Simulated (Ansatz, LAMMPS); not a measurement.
# Site preference of S in place of P in glassy 61Al2O3-39P2O5 (mol %) (104 atoms), part 2 of 3

Aim: make S in place of P at several sites of glassy 61Al2O3-39P2O5 (mol %) (104 atoms), relax each, and compare their energies.

Ansatz 0.2.0; Kohn-Sham DFT, PBE, PAW (set soft_2), plane waves.

The cell: 22 Al, 14 P and 68 O. The quench rate of 50 K/ps far exceeds what a furnace or splat quench reaches. The starting topology of bonds comes from the classical model. Sampling is at Γ alone, for a cell whose shortest periodic width is 11 Å.

So far. Step 2 (Single point at the start): The r.m.s. force at the start is 1.2 eV/Å. Step 3 (Relaxation): The relaxation converged after 13 steps, 8.67 eV below its start, with a largest force component of 0.020 eV/Å.

### Step 4. Single point at the relaxed geometry

The electronic structure is read at the final geometry, in a run of its own.

The input, input.yaml:

```yaml
crystal:
  lattice:
    - [10.80682, 0.0, 0.0]
    - [0.0, 10.80682, 0.0]
    - [0.0, 0.0, 10.80682]
  atoms:
    - { symbol: Al, position: [0.16768, 0.13303, 0.23904] }
    - { symbol: Al, position: [0.89369, 0.97817, 0.90432] }
    - { symbol: Al, position: [0.55633, 0.46985, 0.00619] }
    - { symbol: Al, position: [0.98866, 0.80883, 0.14219] }
    - { symbol: Al, position: [0.38103, 0.90111, 0.84848] }
    - { symbol: Al, position: [0.4488, 0.1741, 0.83328] }
    [... 92 atom lines left out ...]
    - { symbol: O, position: [0.74256, 0.34951, 0.64557] }
    - { symbol: O, position: [0.90538, 0.73569, 0.60796] }
    - { symbol: O, position: [0.59047, 0.21759, 0.75882] }
    - { symbol: O, position: [0.3859, 0.8142, 0.13815] }
    - { symbol: O, position: [0.57466, 0.11958, 0.15241] }
    - { symbol: O, position: [0.1456, 0.30594, 0.90165] }
kpoints:
  mp_grid: { grid: [1, 1, 1] }
hamiltonian:
  xc: pbe
scf:
  occupations: { method: fixed }
output:
  forces: true
  stress: true
  populations: intrinsic
  dos:
    method: { smearing: { sigma: 0.1 } }
    de: 0.1
    projected: { site_lists: { Al: [Al], O: [O], P: [P] } }
  eigenvalues: true
  write_density: true
  write_potential: true
  volumetric_format: npy
  elf: true
```

The run is started by

```bash
$ ansatz run input.yaml --threads 4 --pin off --max-ram 8192MiB --backend cpu --events-out ev --progress --plain --runs-dir out
```

Numbers of over 12 decimals in the logs are rounded to 6 here.

Log:

```text
[...]
Crystal: 104 atoms, lattice volume = 1262.100 Å³
Basis set: ecut = 420 eV, 24837 PW (Γ), exchange–correlation on 150×150×150 points (8 copies of the dense FFT grid, shifted against one another)
Bands: 376, of which v1, the nominal top of the filled ones, is band 272 counted from 1 (271 counted from 0)
Symmetry: 1 space group operations
[...]
k-points: 1
[...]
SCF iter   1: F=—  HF=-61084.804735 eV  |F-HF|=—  |Δ(HF+E_count)|=         —  Δρ=2.35e-3  dr2=7.01e-2  ethr=1.77e-3  ⟨swp⟩=6.0  Hψ=1503  notcnv=0  defer=101
[...]
SCF iter   9: F=-61084.814175 eV  HF=-61084.814175 eV  |F-HF|=2.23e-8  |Δ(HF+E_count)|=   1.24e-8  Δρ=1.45e-6  dr2=2.62e-8  ethr=1.84e-11  ⟨swp⟩=25.0  Hψ=4488  notcnv=0
SCF 1 converged in 9 iterations: F = -61084.814175 eV  dr2 = 2.62e-8
[...]
SCF converged after 9 iterations
Free energy (F): -61084.814175 eV
[...]
Internal energy: -61084.814175 eV  (E = F + TS)
E sigma→0 (E₀):  -61084.814175 eV
Fermi energy:    4.276662 eV
[...]
--- Forces (eV/Å), atoms counted from 1 ---
  atom   1  Al     0.00019493     0.00104507     0.00581387
  atom   2  Al     0.00183268     0.00248728    -0.00047414
  atom   3  Al    -0.01365640     0.00468498     0.00483626
  atom   4  Al     0.00865820    -0.00146538     0.00642552
  atom   5  Al    -0.00659783    -0.00163673    -0.00079681
  atom   6  Al    -0.00169583    -0.00249356    -0.00381417
  atom   7  Al    -0.00550385     0.01372200     0.00653248
  atom   8  Al    -0.00841265    -0.00975925     0.00161065
  atom   9  Al    -0.00937299     0.00266413    -0.00460884
  atom  10  Al     0.00599312     0.00099266     0.00281516
  atom  11  Al     0.00252156    -0.00038071    -0.00096088
  atom  12  Al     0.00379040    -0.00772125    -0.00717121
  atom  13  Al     0.00307981     0.00789772    -0.00437855
  atom  14  Al    -0.00432635     0.00531435    -0.00286272
[...]
atom 103  O     -0.00633575     0.00245462    -0.00259027
  atom 104  O      0.01209042     0.00092990     0.01017557
  max |Σ_I F_I| component: 7.38e-5 eV/Å
--- Stress (GPa, compression-positive) ---
        0.772924      -0.593541       1.426444
       -0.593535       1.660584       0.687621
        1.426437       0.687616       2.429917
  P = ⅓ Tr σ = 1.6211 GPa (16.211 kbar)
--- Band table (eV) ---
[...]
--- intrinsic populations: 104 sites ---
  site symbol       q [e]
     0     Al      1.6012
     1     Al      1.6820
     2     Al      1.6198
[...]
103      O      6.8482
  spilling = -0.000000 (of n_electrons = 544.000000)
```

It took 19 s on 4 threads of Intel Xeon Platinum 8259CL at 2.50GHz (Skylake/Cascade Lake), shared host; peak memory 1.9 GiB; 67 s of CPU time.

Read from the output:

```yaml
free_energy: -61084.8142 eV
free_energy_per_atom: -587.3540 eV/atom
scf_cycles: 9
pressure: 1.621 GPa
r_m_s_force_component: 0.0045 eV/Å
longest_force: 0.027 eV/Å
fermi_energy: 4.277 eV
spacing_of_highest_filled_and_lowest_empty_level: 3.802 eV
```

Intrinsic-atomic-orbital charges by element and coordination:

| element | coordination | atoms | mean charge (e) | spread | least | most |
| --- | --- | --- | --- | --- | --- | --- |
| Al | all | 22 | 1.35 | 0.0337 | 1.29 | 1.41 |
| Al | 4 | 15 | 1.37 | 0.0253 | 1.33 | 1.41 |
| Al | 5 | 7 | 1.32 | 0.0125 | 1.29 | 1.33 |
| O | all | 68 | -0.890 | 0.0352 | -0.982 | -0.837 |
| O | 2 | 53 | -0.887 | 0.0353 | -0.982 | -0.837 |
| O | 3 | 15 | -0.904 | 0.031 | -0.933 | -0.841 |
| P | all | 14 | 2.20 | 0.0179 | 2.15 | 2.23 |

Density of states as counts of states in windows of 1 eV (from the Fermi level), total and the larger projections:

| from (eV) | to (eV) | total | O p | Al p | O s |
| --- | --- | --- | --- | --- | --- |
| -18 | -17 | 12.3 | 0.1 | 2.0 | 9.4 |
| -17 | -16 | 12.4 | 0.1 | 1.6 | 10.0 |
| -16 | -15 | 4.3 | 0.0 | 0.6 | 3.5 |
| -15 | -13 | 0.0 | 0.0 | 0.0 | 0.0 |
| -13 | -12 | 3.9 | 2.3 | 0.0 | 0.5 |
| -12 | -11 | 3.7 | 2.2 | 0.1 | 0.5 |
| -11 | -10 | 4.7 | 2.9 | 0.1 | 0.5 |
| -10 | -9 | 11.8 | 7.5 | 0.4 | 1.5 |
| -9 | -8 | 15.9 | 10.8 | 0.6 | 1.2 |
| -8 | -7 | 27.2 | 19.5 | 1.2 | 1.3 |
| -7 | -6 | 34.5 | 25.2 | 1.7 | 1.9 |
| -6 | -5 | 28.7 | 23.0 | 1.8 | 1.2 |
| -5 | -4 | 58.8 | 50.0 | 3.3 | 1.7 |
| -4 | -3 | 64.8 | 58.3 | 2.4 | 1.0 |
| -3 | -2 | 70.7 | 66.1 | 1.7 | 0.7 |
| -2 | -1 | 57.0 | 54.4 | 1.0 | 0.4 |
| -1 | 0 | 25.1 | 23.7 | 0.7 | 0.2 |
| 0 | 1 | 1.1 | 1.0 | 0.0 | 0.0 |
| 1 | 3 | 0.0 | 0.0 | 0.0 | 0.0 |
| 3 | 4 | 2.0 | 0.1 | 0.1 | 0.5 |
| 4 | 5 | 0.1 | 0.0 | 0.0 | 0.0 |

With fixed occupations the program's Fermi level is the highest filled level; weight inside the gap is the broadening of levels at its edges.

Between -24 and -18 eV lie 107 more states.

The levels nearest the highest filled one (over half full), pooled over k-points and spins:

| level less the highest filled one (eV) | occupation |
| --- | --- |
| -0.467 | 2 |
| -0.413 | 2 |
| -0.378 | 2 |
| -0.239 | 2 |
| -0.141 | 2 |
| 0 | 2 |
| 3.80 | 0 |
| 5.15 | 0 |
| 5.17 | 0 |
| 5.59 | 0 |
| 5.62 | 0 |
| 5.85 | 0 |

ELF in the bc plane at fractional x = 0.368, with atoms of Al and P and O within 0.2 Å of it. It is the smooth field of the valence electrons, not physical close to the nuclei.

Values, 13 rows by 16 columns, each cell a mean:
```
0.08 0.19 0.78 0.69 0.62 0.11 0.29 0.20 0.04 0.09 0.16 0.05 0.02 0.10 0.45 0.51
0.24 0.20 0.38 0.51 0.26 0.20 0.10 0.09 0.05 0.05 0.10 0.12 0.20 0.12 0.06 0.15
0.74 0.76 0.34 0.29 0.73 0.70 0.55 0.35 0.48 0.32 0.15 0.59 0.78 0.63 0.09 0.60
0.73 0.76 0.32 0.30 0.77 0.68 0.58 0.37 0.64 0.45 0.09 0.57 0.81 0.56 0.11 0.57
0.35 0.31 0.14 0.16 0.22 0.27 0.20 0.28 0.14 0.06 0.02 0.09 0.20 0.08 0.03 0.14
0.09 0.04 0.63 0.79 0.61 0.08 0.05 0.15 0.12 0.10 0.35 0.40 0.14 0.03 0.12 0.28
0.13 0.11 0.59 0.75 0.66 0.29 0.52 0.49 0.15 0.37 0.74 0.76 0.32 0.20 0.18 0.16
0.02 0.03 0.19 0.40 0.12 0.63 0.60 0.78 0.36 0.23 0.59 0.51 0.21 0.69 0.65 0.17
0.01 0.04 0.36 0.60 0.38 0.43 0.72 0.67 0.16 0.02 0.08 0.07 0.13 0.50 0.47 0.13
0.16 0.04 0.18 0.33 0.21 0.06 0.12 0.06 0.05 0.10 0.03 0.04 0.20 0.19 0.05 0.05
0.39 0.14 0.01 0.02 0.01 0.01 0.03 0.03 0.06 0.09 0.04 0.31 0.79 0.74 0.41 0.14
0.11 0.04 0.08 0.14 0.05 0.15 0.47 0.35 0.10 0.29 0.22 0.29 0.76 0.68 0.53 0.14
0.05 0.13 0.69 0.76 0.42 0.26 0.75 0.60 0.14 0.22 0.15 0.06 0.24 0.23 0.21 0.26
```
Columns run along b (10.8 Å), rows up along c (10.8 Å). Atoms in or near the plane, at fractional coordinates: Al at (0.90, 0.85), Al at (0.07, 0.59), P at (0.27, 0.40), O at (0.04, 0.76), O at (0.41, 0.41), O at (0.20, 0.97), O at (0.31, 0.76), O at (0.81, 0.14).

Valence density in the bc plane at fractional x = 0.368, with atoms of Al and P and O within 0.2 Å of it. It is the smooth field of the valence electrons, not physical close to the nuclei.

Ten steps, logarithmic in the rise over the least value, from '0' (0.0 e/Å³) to '9' (6.7 e/Å³), each cell a mean:
```
101369985322332111221100123332
101257874211111001111101123332
111234543211111110111111221222
443322233433222221111233321113
787532247875444443212456542135
898632358997545654222467642236
787531247986545554211356531125
455321124544334332100122210013
222211111111222211000000000012
211134442100112110000000000112
211246775210111111122221001122
222347886322222111245432111222
111235665445664212345543233221
000123554468996311234433345421
000013543468996310112222455421
000023554456764200000001244310
000023444322321000000000111100
000012222100000000000001111000
110000000000000011100023442111
110000000000000011111246875321
110000000001111122211258997421
000001111113332223321246875421
000123432224553223321123443321
100257864234543222221111122322
```
Columns run along b (10.8 Å), rows up along c (10.8 Å). Atoms in or near the plane, at fractional coordinates: Al at (0.90, 0.85), Al at (0.07, 0.59), P at (0.27, 0.40), O at (0.04, 0.76), O at (0.41, 0.41), O at (0.20, 0.97), O at (0.31, 0.76), O at (0.81, 0.14).

Filled and empty levels are parted by 3.80 eV (at Γ alone); a semilocal functional tends to put such gaps too low. In a disordered cell it changes from sample to sample, and tail or defect levels can set it. Mean intrinsic-atomic-orbital charges: Al +1.35, O -0.89, P +2.20 e.

### Step 5. S on a site of P, site P24

The site has 4 bonded neighbours (O4) at 1.55 Å on average, by cutoffs that count no bonds between two metal atoms or like ions. The change is made in the relaxed cell and the atoms are relaxed again, with spin allowed.

The input, input.yaml:

```yaml
crystal:
  lattice:
    - [10.80682, 0.0, 0.0]
    - [0.0, 10.80682, 0.0]
    - [0.0, 0.0, 10.80682]
  atoms:
    [... atom lines 1 to 20 left out ...]
    - { symbol: Al, position: [0.31384, 0.56992, 0.07897] }
    - { symbol: Al, position: [0.71001, 0.88642, 0.25527] }
    - { symbol: P, position: [0.24257, 0.66013, 0.81046] }
    - { symbol: S, position: [0.16747, 0.83752, 0.44132], spin: 0.6 }
    - { symbol: P, position: [0.59625, 0.25395, 0.20419] }
    - { symbol: P, position: [0.00965, 0.38395, 0.46911] }
    - { symbol: P, position: [0.38511, 0.2741, 0.3991] }
    [... atom lines 28 to 104 left out ...]
magnetization:
  spin_polarized: true
kpoints:
  mp_grid: { grid: [1, 1, 1] }
hamiltonian:
  xc: pbe
scf:
  occupations: { method: fermi_dirac, width: 0.025 }
  lower_state_search: "off"
output:
  forces: true
  eigenvalues: true
relax:
  f_tol: 0.05
  max_steps: 90
```

Log:

```text
[...]
Crystal: 104 atoms, lattice volume = 1262.100 Å³
Basis set: ecut = 420 eV, 24837 PW (Γ), exchange–correlation on 150×150×150 points (8 copies of the dense FFT grid, shifted against one another)
Bands: 378, of which v1, the nominal top of the filled ones, is band 273 counted from 1 (272 counted from 0)
Symmetry: 1 space group operations
[...]
k-points: 1
[...]
Starting moments: Σ|m| = 3 μB on 5 of 104 sites
[...]
SCF iter   1: F=—  HF=-61290.704074 eV  |F-HF|=—  |Δ(HF+E_count)|=         —  Δρ=6.75e-2 (↑6.62e-2 ↓6.75e-2)  dr2=2.30e2  dr2_m=1.24e0  M=0.156 μB ∫|m|=0.465 μB  β_m=0.30  ethr=3.10e-3  ⟨swp⟩=8.0  Hψ=3704  notcnv=0  defer=59
[...]
spin=Collinear: Kerker preconditioning applied to the charge; magnetization (m = ρ↑ − ρ↓) channel mixes plain (no charge-response kernel on spin).
SCF iter   2: F=—  HF=-61246.034222 eV  |F-HF|=—  |Δ(HF+E_count)|=    4.47e1  Δρ=3.62e-2 (↑3.60e-2 ↓3.62e-2)  dr2=8.17e1  dr2_m=6.47e-1  M=0.181 μB ∫|m|=0.403 μB  β_m=0.30  ethr=3.10e-3  ⟨swp⟩=3.0  Hψ=1418  notcnv=0  defer=200
SCF iter   3: F=—  HF=-61228.067439 eV  |F-HF|=—  |Δ(HF+E_count)|=    1.80e1  Δρ=1.92e-2 (↑1.92e-2 ↓1.80e-2)  dr2=1.89e1  dr2_m=3.36e-1  M=0.273 μB ∫|m|=0.408 μB  β_m=0.30  ethr=3.10e-3  ⟨swp⟩=4.0  Hψ=1426  notcnv=0  defer=195
[...]
SCF iter   7: F=—  HF=-61224.044934 eV  |F-HF|=—  |Δ(HF+E_count)|=   1.70e-1  Δρ=3.14e-3 (↑3.14e-3 ↓2.99e-3)  dr2=1.36e0  dr2_m=1.76e-2  M=0.832 μB ∫|m|=0.875 μB  β_m=0.30  ethr=3.59e-4  ⟨swp⟩=3.0  Hψ=740  notcnv=0  defer=197
[...]
spin-set hold released at iteration 7 (site moments contracting): the magnetisation degrees of freedom join the quasi-Newton model from the next iteration; the mixer history was flushed
SCF iter   8: F=—  HF=-61224.014141 eV  |F-HF|=—  |Δ(HF+E_count)|=   3.08e-2  Δρ=2.27e-3 (↑2.06e-3 ↓2.27e-3)  dr2=1.08e0  dr2_m=1.07e-2  M=0.883 μB ∫|m|=0.925 μB  β_m=0.65  ethr=2.49e-4  ⟨swp⟩=2.5  Hψ=789  notcnv=0  defer=201
[...]
SCF iter  10: F=—  HF=-61223.833797 eV  |F-HF|=—  |Δ(HF+E_count)|=   1.22e-1  Δρ=9.58e-4 (↑9.58e-4 ↓9.29e-4)  dr2=2.53e-1  dr2_m=2.43e-3  M=0.992 μB ∫|m|=1.074 μB  β_m=0.89  ethr=1.15e-4  ⟨swp⟩=4.5  Hψ=1052  notcnv=0  defer=202
[...]
spin=Collinear: Resta preconditioning applied to the charge; magnetization (m = ρ↑ − ρ↓) channel mixes plain (no charge-response kernel on spin).
SCF iter  11: F=—  HF=-61223.756145 eV  |F-HF|=—  |Δ(HF+E_count)|=   7.77e-2  Δρ=9.82e-4 (↑9.72e-4 ↓9.82e-4)  dr2=4.00e-2  dr2_m=8.97e-4  M=0.991 μB ∫|m|=1.069 μB  β_m=0.87  ethr=4.65e-5  ⟨swp⟩=5.0  Hψ=1361  notcnv=0  defer=200
SCF iter  12: F=—  HF=-61223.749271 eV  |F-HF|=—  |Δ(HF+E_count)|=   6.87e-3  Δρ=5.08e-4 (↑5.08e-4 ↓4.16e-4)  dr2=1.00e-2  dr2_m=1.54e-4  M=0.985 μB ∫|m|=1.054 μB  β_m=0.76  ethr=7.35e-6  ⟨swp⟩=3.0  Hψ=1330  notcnv=0  defer=200
[...]
SCF iter  15: F=-61223.747712 eV  HF=-61223.747729 eV  |F-HF|=1.72e-5  |Δ(HF+E_count)|=   3.94e-5  Δρ=2.86e-5 (↑2.86e-5 ↓2.55e-5)  dr2=3.46e-5  dr2_m=5.68e-7  M=0.986 μB ∫|m|=1.054 μB  β_m=0.69  ethr=1.15e-8  ⟨swp⟩=17.0  Hψ=5742  notcnv=0
SCF iter  16: F=-61223.747730 eV  HF=-61223.747730 eV  |F-HF|=4.75e-8  |Δ(HF+E_count)|=   1.05e-6  Δρ=8.70e-6 (↑8.70e-6 ↓7.00e-6)  dr2=2.63e-6  dr2_m=1.95e-7  M=0.986 μB ∫|m|=1.054 μB  ethr=6.35e-9  ⟨swp⟩=4.0  Hψ=2840  notcnv=0
SCF 1 converged in 16 iterations: F = -61223.747730 eV  dr2 = 2.63e-6
[...]
relax step   1: F+E_penalty+E_count = -61223.74773039 eV  Δ(F+E_penalty+E_count) = +0.000e0 eV  max|allowed force component| = 1.595e0 eV/Å  Δτ_max = 0.0000 Å  (16 SCF iters, dr2 threshold 6.25e-5 eV, accepted)
[... from here on, the SCF cycles and remarks between the steps are left out ...]
relax step   2: F+E_penalty+E_count = -61223.96294824 eV  Δ(F+E_penalty+E_count) = -2.152e-1 eV  max|allowed force component| = 2.262e0 eV/Å  Δτ_max = 0.0398 Å  (6 SCF iters, dr2 threshold 1.00e-4 eV, accepted)
relax step   3: F+E_penalty+E_count = -61224.57768611 eV  Δ(F+E_penalty+E_count) = -6.147e-1 eV  max|allowed force component| = 3.108e0 eV/Å  Δτ_max = 0.1955 Å  (7 SCF iters, dr2 threshold 1.00e-4 eV, accepted)
relax step   4: F+E_penalty+E_count = -61224.80497543 eV  Δ(F+E_penalty+E_count) = -2.273e-1 eV  max|allowed force component| = 2.839e0 eV/Å  Δτ_max = 0.0692 Å  (6 SCF iters, dr2 threshold 1.00e-4 eV, accepted)
relax step   5: F+E_penalty+E_count = -61224.93822423 eV  Δ(F+E_penalty+E_count) = -1.332e-1 eV  max|allowed force component| = 3.854e0 eV/Å  Δτ_max = 0.2000 Å  (7 SCF iters, dr2 threshold 1.00e-4 eV, accepted)
relax step   6: F+E_penalty+E_count = -61225.38661059 eV  Δ(F+E_penalty+E_count) = -4.484e-1 eV  max|allowed force component| = 4.930e-1 eV/Å  Δτ_max = 0.2000 Å  (7 SCF iters, dr2 threshold 1.00e-4 eV, accepted)
relax step   7: F+E_penalty+E_count = -61225.48698876 eV  Δ(F+E_penalty+E_count) = -1.004e-1 eV  max|allowed force component| = 3.826e-1 eV/Å  Δτ_max = 0.2000 Å  (9 SCF iters, dr2 threshold 1.52e-5 eV, accepted)
relax step   8: F+E_penalty+E_count = -61225.45330234 eV  Δ(F+E_penalty+E_count) = +3.369e-2 eV  max|allowed force component| = 2.729e0 eV/Å  Δτ_max = 0.2000 Å  (8 SCF iters, dr2 threshold 9.15e-6 eV, rejected (line search))
relax step   9: F+E_penalty+E_count = -61225.56804456 eV  Δ(F+E_penalty+E_count) = -8.106e-2 eV  max|allowed force component| = 1.815e-1 eV/Å  Δτ_max = 0.0985 Å  (10 SCF iters, accepted)
relax step  10: F+E_penalty+E_count = -61225.57960948 eV  Δ(F+E_penalty+E_count) = -1.156e-2 eV  max|allowed force component| = 1.503e-1 eV/Å  Δτ_max = 0.0467 Å  (7 SCF iters, dr2 threshold 7.41e-6 eV, accepted)
relax step  11: F+E_penalty+E_count = -61225.57637007 eV  Δ(F+E_penalty+E_count) = +3.239e-3 eV  max|allowed force component| = 2.924e-1 eV/Å  Δτ_max = 0.1500 Å  (8 SCF iters, dr2 threshold 5.09e-6 eV, rejected (line search))
relax step  12: F+E_penalty+E_count = -61225.59084499 eV  Δ(F+E_penalty+E_count) = -1.124e-2 eV  max|allowed force component| = 7.199e-2 eV/Å  Δτ_max = 0.0733 Å  (9 SCF iters, accepted)
relax step  13: F+E_penalty+E_count = -61225.59257817 eV  Δ(F+E_penalty+E_count) = -1.733e-3 eV  max|allowed force component| = 5.378e-2 eV/Å  Δτ_max = 0.0384 Å  (9 SCF iters, accepted)
relax step  14: F+E_penalty+E_count = -61225.59271236 eV  Δ(F+E_penalty+E_count) = -1.342e-4 eV  max|allowed force component| = 7.616e-2 eV/Å  Δτ_max = 0.0346 Å  (9 SCF iters, accepted)
relax step  15: F+E_penalty+E_count = -61225.59416926 eV  Δ(F+E_penalty+E_count) = -1.457e-3 eV  max|allowed force component| = 2.608e-2 eV/Å  Δτ_max = 0.0155 Å  (7 SCF iters, dr2 threshold 3.24e-6 eV, accepted)
relax step  16: F+E_penalty+E_count = -61225.59416930 eV  Δ(F+E_penalty+E_count) = -4.616e-8 eV  max|allowed force component| = 2.610e-2 eV/Å  Δτ_max = 0.0000 Å  (3 SCF iters, accepted)
SCF converged after 3 iterations
Magnetization: 1.0000 μB (273.0000 up, 272.0000 down)
Absolute magnetization: 1.0717 μB (∫|ρ↑−ρ↓|, with the PAW one-centre terms)
[...]
Per-site moments (μB) at R_I (Å): [(0.000187643, 0.724671), (2.212750754367024e-5, 0.703677), (2.2257614400114305e-6, 0.725160), (-2.970153756381509e-6, 0.694518), (2.7844294480061514e-5, 0.729841), [...]
Free energy (F): -61225.594169 eV
[...]
Internal energy: -61225.594169 eV  (E = F + TS)
E sigma→0 (E₀):  -61225.594169 eV
Entropy (-TS):   -0.000000 eV (-0.000 meV/atom)
Fermi energy:    4.911911 eV
[...]
Σ components = -61225.594169   (vs F -61225.594169, Δ=0.00e0)
--- Forces (eV/Å), atoms counted from 1 ---
  atom   1  Al     0.01682877    -0.00551302    -0.00431135
  atom   2  Al     0.00604655     0.00265215     0.00009079
  atom   3  Al    -0.00491324     0.00225059     0.00103871
  atom   4  Al     0.00028740     0.00683917     0.00009467
[...]
atom 104  O      0.00014889    -0.00475055    -0.00437029
  max |Σ_I F_I| component: 6.34e-5 eV/Å
--- Band table (eV) ---
[...]
--- Relaxed structure (16 steps of the walk, 14 accepted, 0 SCFs on fresh bases) ---
  F+E_penalty+E_count = -61225.59416930 eV   max|allowed force component| = 2.610e-2 eV/Å
  atoms:
    - { symbol: Al, position: [0.162999, 0.135864, 0.236409] }
    - { symbol: Al, position: [0.897574, 0.975430, 0.908131] }
    - { symbol: Al, position: [0.554029, 0.472074, 0.00378034] }
    - { symbol: Al, position: [0.991332, 0.801715, 0.146591] }
[...]
- { symbol: O, position: [0.143085, 0.304372, 0.904626] }
```

Elapsed: 6.6 min, on 4 threads; peak memory 3 GiB; 26 min of CPU time.

The relaxation converged after 16 steps, 1.85 eV below its start, with a largest force component of 0.026 eV/Å.

Local excerpt of 11 atoms (numbers count through the whole input) about the S atom, after relaxation; x, y, z are measured from there.

| atom | x | y | z | distance (Å) | bonds | moment (μB) |
| --- | --- | --- | --- | --- | --- | --- |
| S24 | 0.00 | 0.00 | 0.00 | 0.00 | 3 | 0.11 |
| O75 | -0.24 | -0.12 | 1.47 | 1.49 | 2 | 0.08 |
| O97 | 1.42 | 0.35 | -0.31 | 1.49 | 2 | 0.07 |
| O45 | -0.78 | 1.14 | -0.65 | 1.53 | 2 | 0.13 |
| O51 | 0.08 | -2.19 | -0.06 | 2.20 | 1 | 0.14 |
| O64 | 0.59 | 2.27 | 1.45 | 2.76 | 2 | 0.02 |
| O44 | -0.08 | -0.41 | -3.02 | 3.05 | 2 | 0.00 |
| Al7 | 3.13 | -0.06 | 0.21 | 3.13 | 4 | 0.00 |
| Al13 | -1.49 | -0.58 | 2.76 | 3.19 | 4 | 0.00 |
| Al10 | -2.63 | 1.71 | -0.67 | 3.21 | 5 | 0.00 |
| P32 | -0.38 | -2.93 | -1.27 | 3.22 | 4 | 0.00 |

The column of bonds counts only the pairs O-Al within 2.33 Å, O-P within 2.02 Å, O-S within 1.93 Å; other neighbours, such as metal atoms beside each other in a compound, aren't counted, and periodic images can show an atom twice.

The largest move is 0.59 Å, by O51.

(Part 2 of 3 ends here.)

[Logs are printed without paths, hosts, clocks, repeated set-up lines and the standing remarks that a program may print on its own settings, such as how far it seeks lower states.]

[Hosts, paths, dates, database ids (printed as entryN), source tags and the programs' standing remarks are cut or masked in the printed files.]
